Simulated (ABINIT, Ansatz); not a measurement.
# SnH2 (Fm-3m): zone-centre phonons

Which modes does SnH2 (Fm-3m) have at the zone centre?

Calculated with ABINIT 10.8.3; DFT LDA, scalar-relativistic, plane waves, HGH norm-conserving pseudopotentials.

The structure was built from a prototype and need not be the compound's stable phase.

### Step 1. The structure

Symmetry: Fm-3m, No. 225, cubic system. Conventional cell: a = 5.238 Å, b = 5.238 Å, c = 5.238 Å, α = 90.00°, β = 90.00°, γ = 90.00°. Sn has 8 H at 2.27 Å nearest. Nearest to H lie 4 Sn at 2.27 Å. Farther neighbours are not listed.

### Step 2. Relaxation

The harmonic expansion needs vanishing forces, and a free crystal bears no stress, so cell and atoms are brought to rest. Stress is more sensitive to the basis than forces are: the last 3 Ha under the cutoff are smoothed with ecutsm.

The starting cell comes from a relaxation made beforehand in Ansatz (LDA, PseudoDojo NC).

File relax.abi:

```
# relaxation
ionmov 2
optcell 2
dilatmx 1.08
ntime 40
tolmxf 1.0d-05
tolvrs 1.0d-14
prtwf 0
prtden 0
chksymtnons 0

# basis, mesh and filling
ecut 43.0
ecutsm 3.0
ixc 7
ngkpt 10 10 10
nshiftk 1
shiftk 0.0 0.0 0.0
istwfk *1
occopt 6
tsmear 0.01
nband 8
nstep 100
diemac 1000000.0
prtebands 0
prtgsr 0
useylm 1

# cell and atoms
acell 6.999511673 6.999511673 6.999511673
rprim 
    -0.7071067812 0.0 0.7071067812
    0.0 0.7071067812 0.7071067812
    -0.7071067812 0.7071067812 0.0
ntypat 2
znucl 50 1
natom 3
typat 1 2 2
xred 
    0.0 0.0 0.0
    0.75 0.75 0.75
    0.25 0.25 0.25
pp_dirpath "./pseudo"
pseudos "Sn.hgh, H.hgh"
```

Run with:

```sh
$ OMP_NUM_THREADS=1 mpirun -n 2 abinit relax.abi > relax.log
```

Numbers of over 12 decimals in the logs are rounded to 6 here.

relax.abo, the main output file:

```text
[banners, grids, parts of the stress and lines that vanish by symmetry left out]
- input  file    -> relax.abi
- output file    -> relax.abo
- root for input  files -> relaxi
[...]
Symmetries : space group Fm -3 m (#225); Bravais cF (face-center cubic)
[...]
mpw =        4140          nfft =      110592          nkpt =          47
[...]
== DATASET  1 ==================================================================
[...]
cutoff_energies: {ecut:  43.0, pawecutdg:  -1.0, }
[...]
Exchange-correlation functional for the present dataset will be:
  LDA: Perdew-Wang 92 LSD fit to Ceperley-Alder data - ixc=7
[...]
ETOT  1  -4.654183    -4.654E+00 4.054E-02 3.092E+01
 ETOT  2  -4.662893    -8.710E-03 3.362E-03 6.227E-01
 ETOT  3  -4.662910    -1.625E-05 2.488E-04 1.513E-02
 ETOT  4  -4.662910    -8.764E-07 3.746E-04 1.092E-03
 ETOT  5  -4.662910    -5.006E-08 1.399E-05 7.114E-06
[...]
At SCF step   10       vres2   =  9.98E-18 < tolvrs=  1.00E-14 =>converged.
[...]
sigma(1 1)=  5.55650957E-06  sigma(3 2)=  0.00000000E+00
  sigma(2 2)=  5.55650957E-06  sigma(3 1)=  0.00000000E+00
  sigma(3 3)=  5.55650957E-06  sigma(2 1)=  0.00000000E+00
[...]
convergence: {deltae: -1.039E-13, res2:  9.981E-18, residm:  7.386E-06, diffor: null, }
etotal    :  -4.66291044E+00
[...]
ETOT  1  -4.662911    -4.663E+00 1.095E-05 4.041E-04
[...]
At SCF step    7       vres2   =  2.73E-16 < tolvrs=  1.00E-14 =>converged.
[...]
sigma(1 1)=  4.64321267E-06  sigma(3 2)=  0.00000000E+00
  sigma(2 2)=  4.64321267E-06  sigma(3 1)=  0.00000000E+00
  sigma(3 3)=  4.64321267E-06  sigma(2 1)=  0.00000000E+00
[...]
convergence: {deltae:  7.905E-14, res2:  2.726E-16, residm:  2.801E-06, diffor: null, }
etotal    :  -4.66291106E+00
[...]
ETOT  1  -4.662911    -4.663E+00 5.993E-02 1.038E-02
[...]
ETOT  6  -4.662912     1.261E-13 1.343E-06 3.318E-12
 ETOT  7  -4.662912    -1.776E-15 1.384E-06 6.752E-15
 At SCF step    7       vres2   =  6.75E-15 < tolvrs=  1.00E-14 =>converged.
[...]
sigma(1 1)= -2.12970136E-08  sigma(3 2)=  0.00000000E+00
  sigma(2 2)= -2.12970136E-08  sigma(3 1)=  0.00000000E+00
  sigma(3 3)= -2.12970136E-08  sigma(2 1)=  0.00000000E+00
[...]
convergence: {deltae: -1.776E-15, res2:  6.752E-15, residm:  1.384E-06, diffor: null, }
etotal    :  -4.66291248E+00
[...]
At Broyd/MD step   3, gradients are converged :
[...]
sigma(1 1)= -2.12970136E-08  sigma(3 2)=  0.00000000E+00
  sigma(2 2)= -2.12970136E-08  sigma(3 1)=  0.00000000E+00
  sigma(3 3)= -2.12970136E-08  sigma(2 1)=  0.00000000E+00
[...]
- sigma(1 1)= -6.26579774E-04  sigma(3 2)=  0.00000000E+00
- sigma(2 2)= -6.26579774E-04  sigma(3 1)=  0.00000000E+00
- sigma(3 3)= -6.26579774E-04  sigma(2 1)=  0.00000000E+00
[...]
fcart     -0.0000000000E+00 -0.0000000000E+00 -0.0000000000E+00
           strten     -2.1297013637E-08 -2.1297013637E-08 -2.1297013637E-08
================================================================================

[key lines of the parts left out:]
pressure_GPa:   6.2658E-04
Total energy (etotal) [Ha]= -4.66291248158630E+00
```

Wall time 62 s (2 MPI ranks of Intel Xeon at 2.70GHz, shared host); 2.1 min of CPU time.

The steps of the relaxation:

```
step  energy less that of the first step (eV)  largest force (eV/Å)  volume (Å³)
   1                                   0.0000                0.0000        35.93
   2                                   0.0000                0.0000        35.91
   3                                  -0.0001                0.0000        35.82
```

```
conventional cell, symmetrised  before  after  change
                         a (Å)   5.238  5.233  -0.1 %
                         b (Å)   5.238  5.233  -0.1 %
                         c (Å)   5.238  5.233  -0.1 %
              volume (Å³/atom)   11.98  11.94  -0.3 %
```

The relaxed structure:

```xyz
3
Lattice="-2.6165 0.0000 2.6165 0.0000 2.6165 2.6165 -2.6165 2.6165 0.0000" Properties=species:S:1:pos:R:3 pbc="T T T"
Sn    0.0000    0.0000    0.0000
H    -3.9247    3.9247    3.9247
H    -1.3082    1.3082    1.3082
```

Read from the output:

- volume per atom: 11.94 Å³
- pressure: 6.27e-4 GPa
- gap on the k-mesh: 0 eV

The volume changes by -0.3 % from the cell with which this run began.

### Step 3. Ground state

The response is built on these wavefunctions, so the potential is converged far more tightly than an energy would need. ecutsm is kept as in the relaxation, so that the cell stays at rest. Occupations are smeared.

File gs.abi:

```
# ground state
tolvrs 1.0d-16
prtden 1
prtwf 1

# basis, mesh and filling
ecut 43.0
ecutsm 3.0
ixc 7
ngkpt 12 12 12
nshiftk 1
shiftk 0.0 0.0 0.0
istwfk *1
occopt 6
tsmear 0.01
nband 8
nstep 100
diemac 1000000.0
prtebands 0
prtgsr 0
useylm 1

# cell and atoms
acell 6.992430934 6.992430934 6.992430934
rprim 
    -0.7071067812 0.0 0.7071067812
    0.0 0.7071067812 0.7071067812
    -0.7071067812 0.7071067812 0.0
ntypat 2
znucl 50 1
natom 3
typat 1 2 2
xred 
    0.0 0.0 0.0
    0.75 0.75 0.75
    0.25 0.25 0.25
pp_dirpath "./pseudo"
pseudos "Sn.hgh, H.hgh"
```

Run with:

```sh
$ OMP_NUM_THREADS=1 mpirun -n 2 abinit gs.abi > gs.log
```

gs.abo, the main output file:

```text
[banners, grids, parts of the stress and lines that vanish by symmetry left out]
- input  file    -> gs.abi
- output file    -> gs.abo
- root for input  files -> gsi
[...]
Symmetries : space group Fm -3 m (#225); Bravais cF (face-center cubic)
[...]
mpw =        3287          nfft =       91125          nkpt =          72
[...]
== DATASET  1 ==================================================================
[...]
cutoff_energies: {ecut:  43.0, pawecutdg:  -1.0, }
[...]
Exchange-correlation functional for the present dataset will be:
  LDA: Perdew-Wang 92 LSD fit to Ceperley-Alder data - ixc=7
[...]
ETOT  1  -4.652454    -4.652E+00 3.188E-02 2.528E+01
 ETOT  2  -4.662780    -1.033E-02 2.550E-03 5.055E-01
 ETOT  3  -4.662797    -1.744E-05 7.741E-04 1.256E-02
 ETOT  4  -4.662798    -1.096E-06 4.914E-04 8.817E-04
 ETOT  5  -4.662798    -5.253E-08 2.024E-04 3.515E-06
[...]
ETOT  9  -4.662798    -1.865E-14 4.726E-05 3.155E-14
 ETOT 10  -4.662798    -5.507E-14 3.550E-05 8.769E-18
 At SCF step   10       vres2   =  8.77E-18 < tolvrs=  1.00E-16 =>converged.
[...]
sigma(1 1)=  1.23063611E-05  sigma(3 2)=  0.00000000E+00
  sigma(2 2)=  1.23063611E-05  sigma(3 1)=  0.00000000E+00
  sigma(3 3)=  1.23063611E-05  sigma(2 1)=  0.00000000E+00
[...]
convergence: {deltae: -5.507E-14, res2:  8.769E-18, residm:  3.550E-05, diffor: null, }
etotal    :  -4.66279846E+00
[...]
sigma(1 1)=  1.23063611E-05  sigma(3 2)=  0.00000000E+00
  sigma(2 2)=  1.23063611E-05  sigma(3 1)=  0.00000000E+00
  sigma(3 3)=  1.23063611E-05  sigma(2 1)=  0.00000000E+00
[...]
- sigma(1 1)=  3.62065643E-01  sigma(3 2)=  0.00000000E+00
- sigma(2 2)=  3.62065643E-01  sigma(3 1)=  0.00000000E+00
- sigma(3 3)=  3.62065643E-01  sigma(2 1)=  0.00000000E+00
[...]
fcart     -0.0000000000E+00 -0.0000000000E+00 -0.0000000000E+00
           strten      1.2306361059E-05  1.2306361059E-05  1.2306361059E-05
================================================================================

[key lines of the parts left out:]
pressure_GPa:  -3.6207E-01
```

Elapsed: 41 s, on 2 MPI ranks; 82 s of CPU time.

Read from the output:

```yaml
pressure: -0.3621 GPa
```

The cell stands at -0.36 GPa, so the frequencies below are those of a cell under stress.

### Step 4. Linear response at Γ

At q = 0 one unit cell holds all displacements. The response is solved for single atoms along the cell's directions, and symmetry skips those that follow from others. The crystal is treated as a metal, which screens a static field, so no field response is asked.

File dfpt_gamma.abi:

```

# common to the responses
getwfk_filepath "gso_WFK"
kptopt 2
nqpt 1
qpt 0.0 0.0 0.0
asr 0
chneut 0

# displacements
rfphon 1
rfatpol 1 3
rfdir 1 1 1
tolvrs 1.0d-10
prtwf 0

# basis, mesh and filling
ecut 43.0
ecutsm 3.0
ixc 7
ngkpt 12 12 12
nshiftk 1
shiftk 0.0 0.0 0.0
istwfk *1
occopt 6
tsmear 0.01
nband 8
nstep 100
diemac 1000000.0
prtebands 0
prtgsr 0
useylm 1

# cell and atoms
acell 6.992430934 6.992430934 6.992430934
rprim 
    -0.7071067812 0.0 0.7071067812
    0.0 0.7071067812 0.7071067812
    -0.7071067812 0.7071067812 0.0
ntypat 2
znucl 50 1
natom 3
typat 1 2 2
xred 
    0.0 0.0 0.0
    0.75 0.75 0.75
    0.25 0.25 0.25
pp_dirpath "./pseudo"
pseudos "Sn.hgh, H.hgh"
```

Run with:

```sh
$ OMP_NUM_THREADS=1 mpirun -n 2 abinit dfpt_gamma.abi > dfpt_gamma.log
```

dfpt_gamma.abo, the main output file:

```text
[banners, grids, parts of the stress and lines that vanish by symmetry left out]
- input  file    -> dfpt_gamma.abi
- output file    -> dfpt_gamma.abo
- root for input  files -> dfpt_gammai
- root for output files -> dfpt_gammao

 Symmetries : space group Fm -3 m (#225); Bravais cF (face-center cubic)
================================================================================
 Values of the parameters that define the memory need of the present run (RF).
     intxc =       0      iscf =       7    lmnmax =      14     lnmax =       6
     mgfft =      45  mpssoang =       3    mqgrid =    3001     natom =       3
  nloc_mem =       1    nspden =       1   nspinor =       1    nsppol =       1
      nsym =      48    n1xccc =       0    ntypat =       2    occopt =       6
   xclevel =       1
-    mband =           8        mffmem =           1         mkmem =         434
-   mkqmem =         434        mk1mem =         434           mpw =        3287
      nfft =       91125          nkpt =         868
- my_mband =           8
================================================================================
================================================================================

--------------------------------------------------------------------------------
------------- Echo of variables that govern the present computation ------------
--------------------------------------------------------------------------------
-
- outvars: echo of selected default values
-   iomode0 =  0 , fftalg0 =312 , wfoptalg0 =  0
-
- outvars: echo of global parameters not present in the input file
-  max_nthreads =    1
-
 -outvars: echo values of preprocessed input variables
 [... echo left out ...]
================================================================================

 chkinp: Checking input parameters for consistency.

[...]
== DATASET  1 ==================================================================
-   mpi_nproc: 2, omp_nthreads: 1 (-1 if OMP is not activated)

--- !DatasetInfo
iteration_state: {dtset: 1, }
dimensions: {natom: 3, nkpt: 868, mband: 8, nsppol: 1, nspinor: 1, nspden: 1, mpw: 3287, }
cutoff_energies: {ecut:  43.0, pawecutdg:  -1.0, }
electrons: {nelect:   6.00000000E+00, charge:   0.00000000E+00, occopt:   6.00000000E+00, tsmear:   1.00000000E-02, }
meta: {optdriver: 1, rfphon: 1, }
...

 mkfilename: getwfk from: gso_WFK

 Exchange-correlation functional for the present dataset will be:
  LDA: Perdew-Wang 92 LSD fit to Ceperley-Alder data - ixc=7
 Citation for XC functional:
  J.P.Perdew and Y.Wang, PRB 45, 13244 (1992)

 Real(R)+Recip(G) space primitive vectors, cartesian coordinates (Bohr,Bohr^-1):
 R(1)= -4.9443953  0.0000000  4.9443953  G(1)= -0.1011246 -0.1011246  0.1011246
 R(2)=  0.0000000  4.9443953  4.9443953  G(2)=  0.1011246  0.1011246  0.1011246
 R(3)= -4.9443953  4.9443953  0.0000000  G(3)= -0.1011246  0.1011246 -0.1011246
 Unit cell volume ucvol=  2.4175171E+02 bohr^3
 Angles (23,13,12)=  6.00000000E+01  6.00000000E+01  6.00000000E+01 degrees
 setup1 : take into account q-point for computing boxcut.

 getcut: wavevector=  0.0000  0.0000  0.0000  ngfft=  45  45  45
         ecut(hartree)=     43.000   => boxcut(ratio)=   2.13170

--- Pseudopotential description ------------------------------------------------
- pspini: atom type   1  psp file is ./pseudo/Sn.hgh

- pspini: atom type   2  psp file is ./pseudo/H.hgh

   1.51667852E+02                                ecore*ucvol(ha*bohr**3)
--------------------------------------------------------------------------------

 ==>  initialize data related to q vector <==

 The list of irreducible perturbations for this q vector is:
    1)    idir= 1    ipert=   1
    2)    idir= 1    ipert=   2

[...]
The perturbation idir=   2  ipert=   1 is
 symmetric of a previously calculated perturbation.
 So, its SCF calculation is not needed.

 The perturbation idir=   3  ipert=   1 is
 symmetric of a previously calculated perturbation.
 So, its SCF calculation is not needed.

 The perturbation idir=   2  ipert=   2 is
 symmetric of a previously calculated perturbation.
 So, its SCF calculation is not needed.

 The perturbation idir=   3  ipert=   2 is
 symmetric of a previously calculated perturbation.
 So, its SCF calculation is not needed.

 The perturbation idir=   1  ipert=   3 is
 symmetric of a previously calculated perturbation.
 So, its SCF calculation is not needed.

 The perturbation idir=   2  ipert=   3 is
 symmetric of a previously calculated perturbation.
 So, its SCF calculation is not needed.

 The perturbation idir=   3  ipert=   3 is
 symmetric of a previously calculated perturbation.
 So, its SCF calculation is not needed.

--------------------------------------------------------------------------------
 Perturbation wavevector (in red.coord.)   0.000000  0.000000  0.000000
 Perturbation : displacement of atom   1   along direction   1
 Found     4 symmetries that leave the perturbation invariant.

[...]
dfpt_looppert : total number of electrons, from k and k+q
  fully or partially occupied states are    6.000000E+00 and    6.000000E+00.
 Initialisation of the first-order wave-functions :
  ireadwf=   0

--- !BeginCycle
iteration_state: {dtset: 1, }
solver: {iscf: 7, nstep: 100, nline: 4, wfoptalg: 0, }
tolerances: {tolvrs: 1.00E-10, }
...

     iter   2DEtotal(Ha)        deltaE(Ha) residm    vres2
-ETOT  1  0.543014     -4.933E+01 6.604E-01 8.037E+03
 ETOT  2 -0.357776     -9.008E-01 2.633E-03 1.410E+02
 ETOT  3 -0.372739     -1.496E-02 1.888E-04 7.131E-01
 ETOT  4 -0.372795     -5.600E-05 2.532E-07 1.200E-02
 ETOT  5 -0.372795     -7.946E-07 4.457E-09 8.816E-05
[...]
At SCF step    8       vres2   =  2.04E-12 < tolvrs=  1.00E-10 =>converged.
[...]
Mean square residual over all n,k,spin=   41.780E-18; max=  40.115E-15

 Thirteen components of 2nd-order total energy (hartree) are
 1,2,3: 0th-order hamiltonian combined with 1st-order wavefunctions
     kin0=   4.57420313E+01 eigvalue=   2.05971483E+00  local=  -1.20390250E+01
 4,5,6: 1st-order hamiltonian combined with 1st and 0th-order wfs
 loc psp =  -3.51337823E+01  Hartree=   4.26218909E+00     xc=  -4.38487699E+00
 note that "loc psp" includes a xc core correction that could be resolved
 7,8,9: eventually, occupation + non-local contributions
    edocc=   4.70457868E+00     enl0=   9.90617096E+00   enl1=  -6.53677833E+01
 1-9 gives the relaxation energy (to be shifted if some occ is /=2.0)
   erelax=  -5.02507828E+01
 10,11,12 Non-relaxation  contributions : frozen-wavefunctions and Ewald
 fr.local=   1.18797503E+01 fr.nonlo=   3.12208014E+01  Ewald=   6.77743574E+00
 13,14 Frozen wf xc core corrections (1) and (2)
 frxc 1  =   0.00000000E+00  frxc 2 =   0.00000000E+00
 Resulting in :
 2DEtotal=   -0.3727953623E+00 Ha. Also 2DEtotal=   -0.101442785936E+02 eV
    (2DErelax=   -5.0250782793E+01 Ha. 2DEnonrelax=    4.9877987430E+01 Ha)
    (  non-var. 2DEtotal :   -3.7279538646E-01 Ha)

[...]
Perturbation wavevector (in red.coord.)   0.000000  0.000000  0.000000
 Perturbation : displacement of atom   2   along direction   1
 Found     2 symmetries that leave the perturbation invariant.

--------------------------------------------------------------------------------

--------------------------------------------------------------------------------

 dfpt_looppert : total number of electrons, from k and k+q
  fully or partially occupied states are    6.000000E+00 and    6.000000E+00.
 Initialisation of the first-order wave-functions :
  ireadwf=   0

--- !BeginCycle
iteration_state: {dtset: 1, }
solver: {iscf: 7, nstep: 100, nline: 4, wfoptalg: 0, }
tolerances: {tolvrs: 1.00E-10, }
...

     iter   2DEtotal(Ha)        deltaE(Ha) residm    vres2
-ETOT  1   2.391549     -4.932E+01 6.268E-01 1.520E+04
[...]
ETOT  7  0.294860     -1.460E-10 3.806E-11 6.814E-09
 ETOT  8  0.294860     -2.892E-12 2.521E-13 2.136E-11

 At SCF step    8       vres2   =  2.14E-11 < tolvrs=  1.00E-10 =>converged.
[...]
Mean square residual over all n,k,spin=   47.841E-17; max=  25.214E-14

 Thirteen components of 2nd-order total energy (hartree) are
 1,2,3: 0th-order hamiltonian combined with 1st-order wavefunctions
     kin0=   5.37740226E+01 eigvalue=   1.25843323E+00  local=  -1.25773844E+01
 4,5,6: 1st-order hamiltonian combined with 1st and 0th-order wfs
 loc psp =  -1.02838808E+02  Hartree=   9.94416481E+00     xc=  -6.12477923E+00
 note that "loc psp" includes a xc core correction that could be resolved
 7,8,9: eventually, occupation + non-local contributions
    edocc=   4.96463405E+00     enl0=   1.80313092E-01   enl1=   0.00000000E+00
 1-9 gives the relaxation energy (to be shifted if some occ is /=2.0)
   erelax=  -5.14194041E+01
 10,11,12 Non-relaxation  contributions : frozen-wavefunctions and Ewald
 fr.local=   4.74783668E+01 fr.nonlo=   0.00000000E+00  Ewald=   4.23589734E+00
 13,14 Frozen wf xc core corrections (1) and (2)
 frxc 1  =   0.00000000E+00  frxc 2 =   0.00000000E+00
 Resulting in :
 2DEtotal=    0.2948600373E+00 Ha. Also 2DEtotal=    0.802355036291E+01 eV
    (2DErelax=   -5.1419404107E+01 Ha. 2DEnonrelax=    5.1714264144E+01 Ha)
    (  non-var. 2DEtotal :    2.9486002415E-01 Ha)

[...]
---- first-order wavefunction calculations are completed ----

 ==> Compute Derivative Database <==

 [... matrices left out ...]
  Phonon wavevector (reduced coordinates) :  0.00000  0.00000  0.00000
 Phonon energies in Hartree :
  -1.452828E-03 -1.452828E-03 -1.452828E-03 -3.277054E-06 -3.277054E-06
  -3.277052E-06  2.939306E-03  2.939306E-03  2.939306E-03
 Phonon frequencies in cm-1    :
- -3.188588E+02 -3.188588E+02 -3.188588E+02 -7.192302E-01 -7.192301E-01
- -7.192298E-01  6.451031E+02  6.451031E+02  6.451031E+02

== END DATASET(S) ==============================================================
================================================================================

 -outvars: echo values of variables after computation
            acell      6.9924309340E+00  6.9924309340E+00  6.9924309340E+00 Bohr
           etotal      2.9486003728E-01
            fcart      0.0000000000E+00  0.0000000000E+00  0.0000000000E+00
           strten      0.0000000000E+00  0.0000000000E+00  0.0000000000E+00
================================================================================
```

Wall time 4.3 min (2 MPI ranks).

This step gave:

| Property | Result |
| --- | --- |
| largest acoustic frequency at the zone centre before the sum rule | -0.72 cm⁻¹ |
| highest optical zone-centre mode (no LO-TO term) | 645.1 cm⁻¹ |
| lowest optical zone-centre mode | -318.9 cm⁻¹ |

The acoustic modes at Γ come out as far as 0.7 cm⁻¹ from zero, where they should vanish, a small numerical error. The lowest optical mode is imaginary, 319i cm⁻¹, an instability at this level and on this k mesh.

(Part 1 of 2 ends here.)

[Host names and launcher messages were left out of these logs when they were recorded.]

[Logs are printed without paths, hosts, clocks, repeated set-up lines and the standing remarks that a program may print on its own settings, such as how far it seeks lower states.]

[Hosts, paths, dates, database ids (printed as entryN), source tags and the programs' standing remarks are cut or masked in the printed files.]
